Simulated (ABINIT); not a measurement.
# MgO (Fm-3m): G0W0 with ABINIT, start to end, part 2 of 3

Wanted: ground state, empty states, screening and self-energy for MgO (Fm-3m).

ABINIT 10.8.3; PBE and many-body steps on it, plane waves. Known limits of the many-body steps: short of the basis limit.

So far. Step 2 (Ground state): The gap is direct, at Γ.

**3. Bands along the symmetry lines**

Level of this step: DFT, PBE, plane waves, norm-conserving pseudopotentials (ABINIT).

The cheap functional maps the bands first; the places of the edges decide which points the dearer methods must see.

run.abi reads:

```
acell 3*1.0 Angstrom
rprim 
  -0.000000000000 2.097001392700 2.097001392700
  2.097001392700 0.000000000000 2.097001392700
  2.097001392700 2.097001392700 0.000000000000
ntypat 2
znucl 12 8
natom 2
typat 1 2
xred 
  0.000000000000 0.000000000000 0.000000000000
  0.500000000000 0.500000000000 0.500000000000
pp_dirpath "pseudos"
pseudos "Mg.upf, O.upf"
ecut 38
iscf -2
irdden 1
kptopt 0
nkpt 50
kpt 
  0.00000000 0.00000000 0.00000000
  0.06250000 0.00000000 0.06250000
  0.12500000 0.00000000 0.12500000
  0.18750000 0.00000000 0.18750000
  0.25000000 0.00000000 0.25000000
  0.31250000 0.00000000 0.31250000
  0.37500000 0.00000000 0.37500000
  0.43750000 0.00000000 0.43750000
  0.50000000 0.00000000 0.50000000
  0.51562500 0.03125000 0.51562500
  0.53125000 0.06250000 0.53125000
  0.54687500 0.09375000 0.54687500
  0.56250000 0.12500000 0.56250000
  0.57812500 0.15625000 0.57812500
  0.59375000 0.18750000 0.59375000
  0.60937500 0.21875000 0.60937500
  0.62500000 0.25000000 0.62500000
  0.37500000 0.37500000 0.75000000
  0.32812500 0.32812500 0.65625000
  0.28125000 0.28125000 0.56250000
  0.23437500 0.23437500 0.46875000
  0.18750000 0.18750000 0.37500000
  0.14062500 0.14062500 0.28125000
  0.09375000 0.09375000 0.18750000
  0.04687500 0.04687500 0.09375000
  0.00000000 0.00000000 0.00000000
  0.06250000 0.06250000 0.06250000
  0.12500000 0.12500000 0.12500000
  0.18750000 0.18750000 0.18750000
  0.25000000 0.25000000 0.25000000
  0.31250000 0.31250000 0.31250000
  0.37500000 0.37500000 0.37500000
  0.43750000 0.43750000 0.43750000
  0.50000000 0.50000000 0.50000000
  0.50000000 0.46875000 0.53125000
  0.50000000 0.43750000 0.56250000
  0.50000000 0.40625000 0.59375000
  0.50000000 0.37500000 0.62500000
  0.50000000 0.34375000 0.65625000
  0.50000000 0.31250000 0.68750000
  0.50000000 0.28125000 0.71875000
  0.50000000 0.25000000 0.75000000
  0.50000000 0.21875000 0.71875000
  0.50000000 0.18750000 0.68750000
  0.50000000 0.15625000 0.65625000
  0.50000000 0.12500000 0.62500000
  0.50000000 0.09375000 0.59375000
  0.50000000 0.06250000 0.56250000
  0.50000000 0.03125000 0.53125000
  0.50000000 0.00000000 0.50000000
istwfk *1
nband 15
nbdbuf 2
tolwfr 1e-08
nstep 40
prtwf 0
prtvol 0
indata_prefix "in"
outdata_prefix "out"
tmpdata_prefix "tmp"
```

Started as:

```
$ OMP_NUM_THREADS=1 mpirun -n 8 abinit run.abi > log
```

What it wrote:

```text
.Version 10.8.3 of ABINIT. v10.8.2 released Aug 2026.

 Symmetries : space group Fm -3 m (#225); Bravais cF (face-center cubic)
[... echo of the input left out ...]
== DATASET  1 ==================================================================
-   mpi_nproc: 8, omp_nthreads: 1 (-1 if OMP is not activated)

--- !DatasetInfo
iteration_state: {dtset: 1, }
dimensions: {natom: 2, nkpt: 50, mband: 15, nsppol: 1, nspinor: 1, nspden: 1, mpw: 1411, }
cutoff_energies: {ecut:  38.0, pawecutdg:  -1.0, }
electrons: {nelect:   1.60000000E+01, charge:   0.00000000E+00, occopt:   1.00000000E+00, tsmear:   1.00000000E-02, }

 Real(R)+Recip(G) space primitive vectors, cartesian coordinates (Bohr,Bohr^-1):
 R(1)=  0.0000000  3.9627583  3.9627583  G(1)= -0.1261747  0.1261747  0.1261747
 R(2)=  3.9627583  0.0000000  3.9627583  G(2)=  0.1261747 -0.1261747  0.1261747
 R(3)=  3.9627583  3.9627583  0.0000000  G(3)=  0.1261747  0.1261747 -0.1261747
 Unit cell volume ucvol=  1.2445798E+02 bohr^3
 Angles (23,13,12)=  6.00000000E+01  6.00000000E+01  6.00000000E+01 degrees

 getcut: wavevector=  0.0000  0.0000  0.0000  ngfft=  32  32  32
         ecut(hartree)=     38.000   => boxcut(ratio)=   2.05769

--- Pseudopotential description ------------------------------------------------
- Mg Generated using ONCVPSP code by D. R. Hamann
- 12.00000  10.00000  171031                  znucl, zion, pspdat
12 -101130 1 -1 1510                          pspcod,pspxc,lmax,lloc,mmax
     nproj     2     2     0
  pspatm : epsatm=    9.22893308
         --- l  ekb(1:nproj) -->
             0    2.250005   -0.808630
             1   -6.469357   -2.503313
 pspatm: atomic psp has been read  and splines computed

- O Generated using ONCVPSP code by D. R. Hamann
-  8.00000   6.00000  171031                  znucl, zion, pspdat
12 -101130 2 -1 936                           pspcod,pspxc,lmax,lloc,mmax
     nproj     2     2     1
  pspatm : epsatm=    6.19545534
         --- l  ekb(1:nproj) -->
             0    6.056735    0.824024
[...]
2   -1.331955
 pspatm: atomic psp has been read  and splines computed

--------------------------------------------------------------------------------

================================================================================
 prteigrs : about to open file out_EIG
 Non-SCF case, kpt    1 (  0.00000  0.00000  0.00000), residuals and eigenvalues=
  3.62E-09  2.32E-09  3.41E-09  4.94E-09  9.15E-09  1.91E-09  5.29E-09  8.93E-09
  4.40E-09  1.83E-09  8.92E-09  2.29E-09  6.87E-09  3.16E-08  2.61E-07
 -2.4797E+00 -1.2578E+00 -1.2578E+00 -1.2578E+00 -4.5613E-01  1.7790E-01
  1.7790E-01  1.7790E-01  3.5778E-01  7.6721E-01  7.6721E-01  7.6721E-01
[...]
Non-SCF case, kpt    2 (  0.06250  0.00000  0.06250), residuals and eigenvalues=
  3.02E-09  8.62E-09  1.99E-09  6.39E-09  3.31E-09  3.28E-09  1.66E-09  3.81E-09
[...]
Non-SCF case, kpt    3 (  0.12500  0.00000  0.12500), residuals and eigenvalues=
  3.33E-09  1.27E-09  8.65E-10  3.46E-09  1.92E-09  1.81E-09  5.31E-09  4.86E-09
  4.55E-09  6.95E-10  6.38E-09  1.73E-09  4.85E-09  4.94E-08  4.13E-07
[...]
Non-SCF case, kpt   49 (  0.50000  0.03125  0.53125), residuals and eigenvalues=
[...]
Non-SCF case, kpt   50 (  0.50000  0.00000  0.50000), residuals and eigenvalues=
[...]
-2.4793E+00 -1.2606E+00 -1.2589E+00 -1.2589E+00 -3.9813E-01  2.7623E-02
  1.2827E-01  1.2827E-01  5.1764E-01  5.5107E-01  6.6414E-01  8.8312E-01
[...]
--- !ResultsGS
iteration_state: {dtset: 1, }
comment   : Summary of ground state results
lattice_vectors:
- [ -0.0000000,   3.9627583,   3.9627583, ]
- [  3.9627583,   0.0000000,   3.9627583, ]
- [  3.9627583,   3.9627583,   0.0000000, ]
lattice_lengths: [   5.60419,    5.60419,    5.60419, ]
lattice_angles: [ 60.000,  60.000,  60.000, ] # degrees, (23, 13, 12)
lattice_volume:   1.2445798E+02
convergence: {deltae:  0.000E+00, res2:  0.000E+00, residm:  9.981E-09, diffor:  0.000E+00, }
etotal    :  -7.60504444E+01
entropy   :   0.00000000E+00
fermie    :   1.77897150E-01
cartesian_stress_tensor: null
pressure_GPa: null
xred      :
- [  0.0000E+00,   0.0000E+00,   0.0000E+00, Mg]
- [  5.0000E-01,   5.0000E-01,   5.0000E-01,  O]
cartesian_forces: null
force_length_stats: {min: null, max: null, mean: null, }

 Integrated electronic density in atomic spheres:
 ------------------------------------------------
 Atom  Sphere_radius  Integrated_density
[...]
================================================================================

 ----iterations are completed or convergence reached----

 Mean square residual over all n,k,spin=   35.766E-10; max=  99.810E-10
 reduced coordinates (array xred) for    2 atoms
       0.000000      0.000000      0.000000
       0.500000      0.500000      0.500000

 cartesian coordinates (angstrom) at end:
    1      0.000000     0.000000     0.000000
    2      2.097001     2.097001     2.097001
 length scales=  1.889726  1.889726  1.889726 bohr
              =  1.000000  1.000000  1.000000 angstroms
 prteigrs : about to open file out_EIG
 Eigenvalues (hartree) for nkpt=  50  k points:
 kpt#   1, nband= 15, wtk=  1.00000, kpt=  0.0000  0.0000  0.0000 (reduced coord)
[...]
kpt#   2, nband= 15, wtk=  1.00000, kpt=  0.0625  0.0000  0.0625 (reduced coord)
[...]
kpt#   3, nband= 15, wtk=  1.00000, kpt=  0.1250  0.0000  0.1250 (reduced coord)
[...]
kpt#  49, nband= 15, wtk=  1.00000, kpt=  0.5000  0.0313  0.5313 (reduced coord)
  -2.47926   -1.26059   -1.25893   -1.25892   -0.39804    0.02832    0.12683    0.12764
   0.51993    0.55330    0.66333    0.87823    0.88457    1.12988    1.18625
 kpt#  50, nband= 15, wtk=  1.00000, kpt=  0.5000  0.0000  0.5000 (reduced coord)
  -2.47926   -1.26059   -1.25891   -1.25891   -0.39813    0.02762    0.12827    0.12827
   0.51764    0.55107    0.66414    0.88312    0.88312    1.12685    1.18428

== END DATASET(S) ==============================================================
================================================================================

 -outvars: echo values of variables after computation  --------
            nband          15
             nkpt          50
          spgroup         225
 [... the other variables as echoed above ...]

 Calculation completed.
```

Run time: 3 s. Hardware: 8 MPI ranks of INTEL XEON PLATINUM 8581C at 2.10GHz (Emerald Rapids), shared host; peak memory 0.08 GiB; 22 s of CPU time.

This step gave:

* gap: 4.895 eV
* k of the valence top: 0, 0, 0
* k of the conduction bottom: 0, 0, 0
* least direct gap: 4.895 eV

The gap is 4.895 eV, as in the run before at this level.

The electronic bands at the labelled points (eV, zero at the top of the highest filled band; v1 is the highest filled band, c1 the lowest empty one):

| point | v4 | v3 | v2 | v1 | c1 | c2 | c3 | c4 |
| --- | --- | --- | --- | --- | --- | --- | --- | --- |
| Γ | -17.25 | 0.00 | 0.00 | 0.00 | 4.89 | 16.04 | 16.04 | 16.04 |
| halfway | -16.47 | -2.63 | -0.74 | -0.74 | 8.23 | 11.31 | 15.69 | 17.68 |
| X | -15.67 | -4.09 | -1.35 | -1.35 | 9.24 | 10.15 | 13.23 | 19.19 |
| halfway | -15.66 | -3.94 | -1.80 | -1.30 | 9.63 | 10.67 | 13.07 | 18.82 |
| U | -15.65 | -3.50 | -2.72 | -1.15 | 10.22 | 11.95 | 12.66 | 18.34 |
| jump to K | -15.65 | -3.50 | -2.72 | -1.15 | 10.22 | 11.95 | 12.66 | 18.34 |
| halfway | -16.39 | -2.94 | -1.18 | -0.39 | 8.32 | 12.13 | 15.56 | 18.15 |
| Γ | -17.25 | 0.00 | 0.00 | 0.00 | 4.89 | 16.04 | 16.04 | 16.04 |
| halfway | -16.63 | -2.66 | -0.34 | -0.34 | 7.24 | 12.72 | 16.87 | 16.87 |
| L | -15.90 | -4.64 | -0.65 | -0.65 | 8.02 | 12.76 | 16.49 | 16.49 |
| halfway | -15.76 | -4.02 | -1.94 | -0.99 | 9.80 | 12.34 | 13.67 | 17.10 |
| W | -15.61 | -2.96 | -2.96 | -1.78 | 11.77 | 11.77 | 12.35 | 15.74 |
| halfway | -15.64 | -3.79 | -1.90 | -1.57 | 10.13 | 11.04 | 12.89 | 17.56 |
| X | -15.67 | -4.09 | -1.35 | -1.35 | 9.24 | 10.15 | 13.23 | 19.19 |

The electronic bands as a text plot (rows in eV, shown from -8.0 to 10.9 only):

```
   10.5 |       ++ +++++  ++++                         +     ++++
    9.7 |         +++ ++++    ++                      +       ++
    8.9 |       ++   +                              ++          +
    8.1 |     ++                +              +++++
    7.4 |    +                   ++         +++
    6.6 |                          ++      +
    5.8 |  ++                            ++
    5.0 |++                          ++++
    4.2 |
    3.4 |
    2.6 |
    1.8 |
    1.1 |
    0.3 |**                        ********
   -0.5 | ******            **********  *  ***********
   -1.3 |  **   ************    *  **    **         ******   ****
   -2.1 |    *         **   **** **        *          **  ****
   -2.9 |     ****       ***    *           *           ****
   -3.7 |         *** **********             **       ***   ****
   -4.5 |            *                         *******          *
   -5.2 |
   -6.0 |
   -6.8 |
   -7.6 |
         Γ           X  U|K            Γ         L        W     X
```

**4. Empty states on the mesh, 6×6×6 mesh, 117 bands**

The sums over transitions need many empty states on a uniform mesh; this step solves for them.

run.abi reads:

```
acell 3*1.0 Angstrom
rprim 
  -0.000000000000 2.097001392700 2.097001392700
  2.097001392700 0.000000000000 2.097001392700
  2.097001392700 2.097001392700 0.000000000000
ntypat 2
znucl 12 8
natom 2
typat 1 2
xred 
  0.000000000000 0.000000000000 0.000000000000
  0.500000000000 0.500000000000 0.500000000000
pp_dirpath "pseudos"
pseudos "Mg.upf, O.upf"
ecut 38
ngkpt 6 6 6
nshiftk 1
shiftk 0 0 0
kptopt 1
chksymbreak 0
irdden 1
istwfk *1
nband 117
prtvol 0
optdriver 6
gwr_task "HDIAGO"
paral_kgb 0
occopt 1
indata_prefix "in"
outdata_prefix "out"
tmpdata_prefix "tmp"
```

What it wrote:

```text
[banner, memory and clock lines left out]
.Version 10.8.3 of ABINIT. v10.8.2 released Aug 2026.

 Symmetries : space group Fm -3 m (#225); Bravais cF (face-center cubic)
[... echo of the input left out ...]
== DATASET  1 ==================================================================
-   mpi_nproc: 8, omp_nthreads: 1 (-1 if OMP is not activated)

--- !DatasetInfo
iteration_state: {dtset: 1, }
dimensions: {natom: 2, nkpt: 16, mband: 117, nsppol: 1, nspinor: 1, nspden: 1, mpw: 1411, }
cutoff_energies: {ecut:  38.0, pawecutdg:  -1.0, }
electrons: {nelect:   1.60000000E+01, charge:   0.00000000E+00, occopt:   1.00000000E+00, tsmear:   1.00000000E-02, }

.Using double precision arithmetic; gwpc =  8

- Reading GS density from: in_DEN

--- Pseudopotential description ------------------------------------------------
- Mg Generated using ONCVPSP code by D. R. Hamann
- 12.00000  10.00000  171031                  znucl, zion, pspdat
12 -101130 1 -1 1510                          pspcod,pspxc,lmax,lloc,mmax
     nproj     2     2     0
  pspatm : epsatm=    9.22893308
         --- l  ekb(1:nproj) -->
             0    2.250005   -0.808630
             1   -6.469357   -2.503313
 pspatm: atomic psp has been read  and splines computed

- O Generated using ONCVPSP code by D. R. Hamann
-  8.00000   6.00000  171031                  znucl, zion, pspdat
12 -101130 2 -1 936                           pspcod,pspxc,lmax,lloc,mmax
     nproj     2     2     1
  pspatm : epsatm=    6.19545534
         --- l  ekb(1:nproj) -->
             0    6.056735    0.824024
             1   -4.717130   -1.149271
             2   -1.331955
 pspatm: atomic psp has been read  and splines computed

   2.46790215E+02                                ecore*ucvol(ha*bohr**3)

 Total charge density [el/Bohr^3]
)     Maximum=    3.3940E+00  at reduced coord.    0.0625    0.9375    0.9688
)     Minimum=    1.0142E-02  at reduced coord.    0.2500    0.2500    0.2500
   Integrated=    1.6000E+01

 === KS gaps after direct diagonalization ===
 Direct band gap semiconductor
 Fundamental gap:     4.895 (eV)
   VBM:     4.841 (eV) at k: [ 0.0000E+00,  0.0000E+00,  0.0000E+00]
   CBM:     9.736 (eV) at k: [ 0.0000E+00,  0.0000E+00,  0.0000E+00]
 Direct gap:         4.895 (eV) at k: [ 0.0000E+00,  0.0000E+00,  0.0000E+00]

== END DATASET(S) ==============================================================

 -outvars: echo values of variables after computation  --------
           etotal      0.0000000000E+00
            nband         117
             nkpt          16
          spgroup         225
 [... the other variables as echoed above ...]

 Calculation completed.
```

Wall time 5.2 s (8 MPI ranks); peak memory 1.3 GiB.

Read from the output:

```
gap                                                           : 4.895 eV
k of the valence top                                          : 0, 0, 0
k of the conduction bottom                                    : 0, 0, 0
least direct gap                                              : 4.895 eV
k points computed                                             : 16
lowest point of the top converged band, above the valence top : 159.6666 eV
```

On this mesh the gap is 4.895 eV.

**5. Screening, 6×6×6 mesh, 109 bands, screening to 239.5 eV**

The RPA dielectric matrix is built and inverted for each q.

This step: RPA screening on PBE, plane waves, norm-conserving pseudopotentials.

run.abi: that of step 4 with these lines changed.

```diff
@@ -20,10 +20,11 @@
 chksymbreak 0
-irdden 1
 istwfk *1
-nband 117
-prtvol 0
-optdriver 6
-gwr_task "HDIAGO"
-paral_kgb 0
 occopt 1
+irdwfk 1
+optdriver 3
+nband 109
+ecuteps 8.8
+inclvkb 2
+awtr 1
+symchi 1
 indata_prefix "in"
```

What it wrote:

```text
.Version 10.8.3 of ABINIT. v10.8.2 released Aug 2026.

 Symmetries : space group Fm -3 m (#225); Bravais cF (face-center cubic)
[... echo of the input left out ...]
== DATASET  1 ==================================================================
-   mpi_nproc: 8, omp_nthreads: 1 (-1 if OMP is not activated)

--- !DatasetInfo
iteration_state: {dtset: 1, }
dimensions: {natom: 2, nkpt: 16, mband: 109, nsppol: 1, nspinor: 1, nspden: 1, mpw: 1411, }
cutoff_energies: {ecut:  38.0, pawecutdg:  -1.0, }
electrons: {nelect:   1.60000000E+01, charge:   0.00000000E+00, occopt:   1.00000000E+00, tsmear:   1.00000000E-02, }

 SCREENING: Calculation of the susceptibility and dielectric matrices

 Based on a program developped by R.W. Godby, V. Olevano, G. Onida, and L. Reining.
 Incorporated in ABINIT by V. Olevano, G.-M. Rignanese, and M. Torrent.
.Using double precision arithmetic ; gwpc =  8

[... cell and pseudopotentials left out ...]
--------------------------------------------------------------------------------

 ==== K-mesh for the wavefunctions ====
 Number of points in the irreducible wedge :    16
[... list of points left out ...]
 Together with 48 symmetry operations and time-reversal symmetry
 yields   216 points in the full Brillouin Zone.

 ==== Q-mesh for the screening function ====
 Number of points in the irreducible wedge :    16
[... list of points left out ...]
 Together with 48 symmetry operations and time-reversal symmetry
 yields   216 points in the full Brillouin Zone.

 setmesh: FFT mesh size selected  =    24x   24x   24
          total number of points  =        13824

 vcoul_init : cutoff-mode = AUXILIARY_FUNCTION
 q-points for optical limit:   1
     1)      0.000010    0.000020    0.000030

- screening: taking advantage of time-reversal symmetry
- Maximum band index for partially occupied states nbvw = 8
- Remaining bands to be divided among processors   nbcw = 101
- Number of bands treated by each node ~12

 Number of electrons calculated from density =   16.0000; Expected =   16.0000
 average of density, n =  0.128557
 r_s =    1.2291
 omega_plasma =   34.5863 [eV]

 calculating chi0 at frequencies [eV] :
  1    0.000000E+00    0.000000E+00
  2    0.000000E+00    3.458631E+01

--------------------------------------------------------------------------------
  q-point number  1        q = ( 0.000000, 0.000000, 0.000000) [r.l.u.]
--------------------------------------------------------------------------------
[... chi0 elements left out ...]
 For q-point:  0.000010 0.000020 0.000030
  dielectric constant =   3.0170
  dielectric constant without local fields =   3.2366

  Average fulfillment of the sum rule on Im[epsilon] for q-point    1 :     75.56  [%]
[... wings left out ...]
  q-point number  2        q = ( 0.166667, 0.000000, 0.000000) [r.l.u.]
--------------------------------------------------------------------------------
[... chi0 elements left out ...]
  Average fulfillment of the sum rule on Im[epsilon] for q-point    2 :     89.23  [%]

 [... 14 further q-points ...]
```

Run time: 43 s. Hardware: 8 MPI ranks; peak memory 1.4 GiB; 5.7 min of CPU time.

This step gave:

* ε∞ with local fields, on this mesh: 3.017
* ε∞ without local fields, on this mesh: 3.237
* plasma frequency: 34.59 eV
* plane waves in the screening matrix: 169

Local fields lower ε∞ by 7 %.

(Part 2 of 3 ends here.)

[Long decimals in the printed logs are rounded to 6 places.]

[Logs are printed without paths, hosts, clocks, repeated set-up lines and the standing remarks that a program may print on its own settings, such as how far it seeks lower states.]

[Paths, hosts, dates, memory and timing lines, banners, echoed tables and standing remarks are left out of the program output; an Ansatz launch command may be rebuilt from the run's recorded settings. Measured values are a selection of at most five: reports struck by readers or far from the other reports are left out. None is set beside runs whose start may be inverted or whose files or cutoffs have a known fault.]

[Runs of the session that timed out or met a known fault of the program may be left out.]

[Hosts, paths, dates, database ids (printed as entryN), source tags and the programs' standing remarks are cut or masked in the printed files.]

[G0W0 gaps are taken among the corrected bands and points alone; a level outside them can change the order at an edge.]

[Where Ansatz stands beside ABINIT at settings called matched, ABINIT's density can come from a denser mesh and the files from another edition; pairs whose starting gaps differed by over 0.03 eV were left out, so agreement reads better than it is.]
